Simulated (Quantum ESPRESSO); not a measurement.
**SrMn2As2: energy against a fixed spin moment**

Wanted: E(M) for SrMn2As2 from a parallel start.

Method: LDA; plane waves with GBRV 1.5 LDA potentials, no spin-orbit coupling, in Quantum ESPRESSO 7.5.

This is a report of a sequence of runs, with most program output left out.

**1. Set-up**

Symmetry: P-3m1, No. 164, trigonal system. The conventional cell has a = 4.076 Å, b = 4.076 Å, c = 7.351 Å, α = 90.00°, β = 90.00°, γ = 120.00°. Nearest to Sr lie 6 As at 3.14 Å. Nearest to Mn lie 4 As at 2.43 to 2.48 Å. Nearest to As lie 4 Mn at 2.43 to 2.48 Å and 3 Sr at 3.14 Å. Farther neighbours are not listed.

The cell comes from Materials Project 2023-11-01, a database of computed structures, and need not be the stable phase.

**2. The free run**

pw.in reads:

```
&CONTROL
  calculation = 'scf'
  prefix = 'pwscf'
  outdir = './tmp'
  pseudo_dir = './pseudo'
  disk_io = 'nowf'
  tprnfor = .true.
  tstress = .true.
/
&SYSTEM
  ibrav = 0
  nat = 5
  ntyp = 3
  ecutwfc = 40
  ecutrho = 280
  nbnd = 38
  occupations = 'smearing'
  smearing = 'fd'
  degauss = 0.00367493
  nspin = 2
  starting_magnetization(1) = 0
  starting_magnetization(2) = 0.2333
  starting_magnetization(3) = 0
/
&ELECTRONS
  conv_thr = 1d-08
  electron_maxstep = 150
  mixing_beta = 0.3
/
ATOMIC_SPECIES
Sr     87.6200 sr_lda_v1.uspp.F.UPF
Mn     54.9380 mn_lda_v1.5.uspp.F.UPF
As     74.9216 as_lda_v1.uspp.F.UPF
CELL_PARAMETERS angstrom
   4.0763099881    0.0000000000    0.0000000000
  -2.0381549941    3.5301880034    0.0000000000
   0.0000000000    0.0000000000    7.3514670000
ATOMIC_POSITIONS crystal
Sr      0.0000000000    0.0000000000    0.0000000000
Mn      0.6666666700    0.3333333300    0.3876830000
Mn      0.3333333300    0.6666666700    0.6123170000
As      0.6666666700    0.3333333300    0.7179570000
As      0.3333333300    0.6666666700    0.2820430000
K_POINTS automatic
8 8 4 0 0 0
```

On the command line:

```
$ OMP_NUM_THREADS=1 mpirun -n 2 pw.x -nk 2 -in pw.in > pw.out
```

Wall time 92 s (2 MPI ranks of Intel Xeon 6975P-C (Granite Rapids), shared host); peak memory 0.47 GiB.

Spin moment in the atom's sphere by atom:

```csv
atom,spin moment in the atom's sphere (μB)
Sr1,0.00
Mn2,2.52
Mn3,2.52
As4,-0.08
As5,-0.08
```

This step gave:

| Item | Value |
| --- | --- |
| smearing term TS | 0.03622 eV |
| pressure | -7.903 GPa |
| magnetization | 5.26 μB |
| absolute magnetization | 5.787 μB |
| final state | ferromagnetic |

**3. Moment fixed at 0 μB**

The two spin channels are filled to separate Fermi energies, so that the total moment meets the target. Half of the up one less the down one is the slope dE/dM.

Changes to pw.in since step 2:

```diff
@@ -21,4 +21,5 @@
   starting_magnetization(1) = 0
-  starting_magnetization(2) = 0.2333
+  starting_magnetization(2) = 0.0117
   starting_magnetization(3) = 0
+  tot_magnetization = 0
 /
```

It took 88 s on 2 MPI ranks; peak memory 0.47 GiB; 2.9 min of CPU time.

Read from the output:

| Quantity | Value |
| --- | --- |
| magnetization | 0 μB |
| absolute magnetization | 0 μB |
| half the difference of the two Fermi energies | -0.1 meV |
| largest moment | 0 μB |

**4. Moment fixed at 0.888 μB**

Changes to pw.in since step 3:

```diff
@@ -21,5 +21,5 @@
   starting_magnetization(1) = 0
-  starting_magnetization(2) = 0.0117
+  starting_magnetization(2) = 0.0296
   starting_magnetization(3) = 0
-  tot_magnetization = 0
+  tot_magnetization = 0.888
 /
```

Wall time 88 s (2 MPI ranks); peak memory 0.47 GiB; 2.9 min of CPU time.

Spin moment in the atom's sphere by atom:

```csv
atom,spin moment in the atom's sphere (μB)
Sr1,-0.020
Mn2,0.503
Mn3,0.503
As4,-0.031
As5,-0.031
```

This step gave:

| Property | Result |
| --- | --- |
| magnetization | 0.888 μB |
| absolute magnetization | 1.247 μB |
| half the difference of the two Fermi energies | -116.3 meV |

**5. Moment fixed at 1.775 μB**

Changes to pw.in since step 4:

```diff
@@ -15,3 +15,3 @@
   ecutrho = 280
-  nbnd = 38
+  nbnd = 39
   occupations = 'smearing'
@@ -21,5 +21,5 @@
   starting_magnetization(1) = 0
-  starting_magnetization(2) = 0.0296
+  starting_magnetization(2) = 0.0592
   starting_magnetization(3) = 0
-  tot_magnetization = 0.888
+  tot_magnetization = 1.775
 /
```

Wall time 88 s (2 MPI ranks); peak memory 0.48 GiB; 2.9 min of CPU time.

This step gave:

* magnetization: 1.775 μB
* absolute magnetization: 2.441 μB
* half the difference of the two Fermi energies: -209.2 meV
* largest moment: 0.9929 μB

**6. What a mistake does**

One input was spoiled on purpose, to see how the program answers.

Changes to pw.in since step 5:

```diff
@@ -15,3 +15,3 @@
   ecutrho = 280
-  nbnd = 39
+  nbnd = 38
   occupations = 'smearing'
@@ -20,6 +20,6 @@
   nspin = 2
+  tot_magnetization = 400
   starting_magnetization(1) = 0
-  starting_magnetization(2) = 0.0592
+  starting_magnetization(2) = 0.2333
   starting_magnetization(3) = 0
-  tot_magnetization = 1.775
 /
@@ -27,3 +27,3 @@
   conv_thr = 1d-08
-  electron_maxstep = 150
+  electron_maxstep = 75
   mixing_beta = 0.3
```

It took 0.87 s on 2 MPI ranks; peak memory 0.05 GiB.

The program refused the input before any cycle.

The program's message: “setup (1): too few spin up bands”

The fault put into the input: tot_magnetization larger than the electron count.

**7. The curve**

The runs not shown differ in the target, the start and the number of states alone. The point at 5.26 μB is the free run, entered with slope zero.

Table of energy over the lowest by total spin moment:

```csv
total spin moment (μB a cell),energy over the lowest (meV a cell)
0.00,800
0.89,747
1.77,601
2.66,390
3.55,185
4.44,45.5
5.26,0
5.33,0.355
6.21,60.7
7.10,217
```

The dE/dM by total spin moment:

```csv
total spin moment (μB a cell),dE/dM (meV/μB)
0.00,-0.0814
0.89,-116
1.77,-209
2.66,-246
3.55,-200
4.44,-107
5.26,0
5.33,10.9
6.21,116
7.10,234
```

Largest site moment against total spin moment:

```csv
total spin moment (μB a cell),largest site moment (μB)
0.00,1.3e-4
0.89,0.503
1.77,0.993
2.66,1.45
3.55,1.86
4.44,2.22
5.26,2.52
5.33,2.54
6.21,2.83
7.10,3.12
```

**8. Results**

| Item | Value |
| --- | --- |
| moment of the free run | 5.26 μB a cell |
| energy at zero total moment | 800 meV a cell over the lowest |
| ΔE/ΔM² from the lowest point to 6.21 and to 4.44 μB | 67 and 67 meV/μB² |

In words: At zero total moment the site moments vanish, so the 800 meV a cell is the energy of forming them. The points show one minimum alone. All runs start parallel; opposed orders may lie lower.

[Logs and program files are shortened in this print: banners, set-up blocks, solver, clock and traceback lines can be left out without a mark of their own.]

[Logs are printed without paths, hosts, clocks, repeated set-up lines and the standing remarks that a program may print on its own settings, such as how far it seeks lower states.]

[Hosts, paths, dates, database ids (printed as entryN), source tags and the programs' standing remarks are cut or masked in the printed files.]

[Where a cell is said to come from a database of computed structures, the database is the Materials Project.]
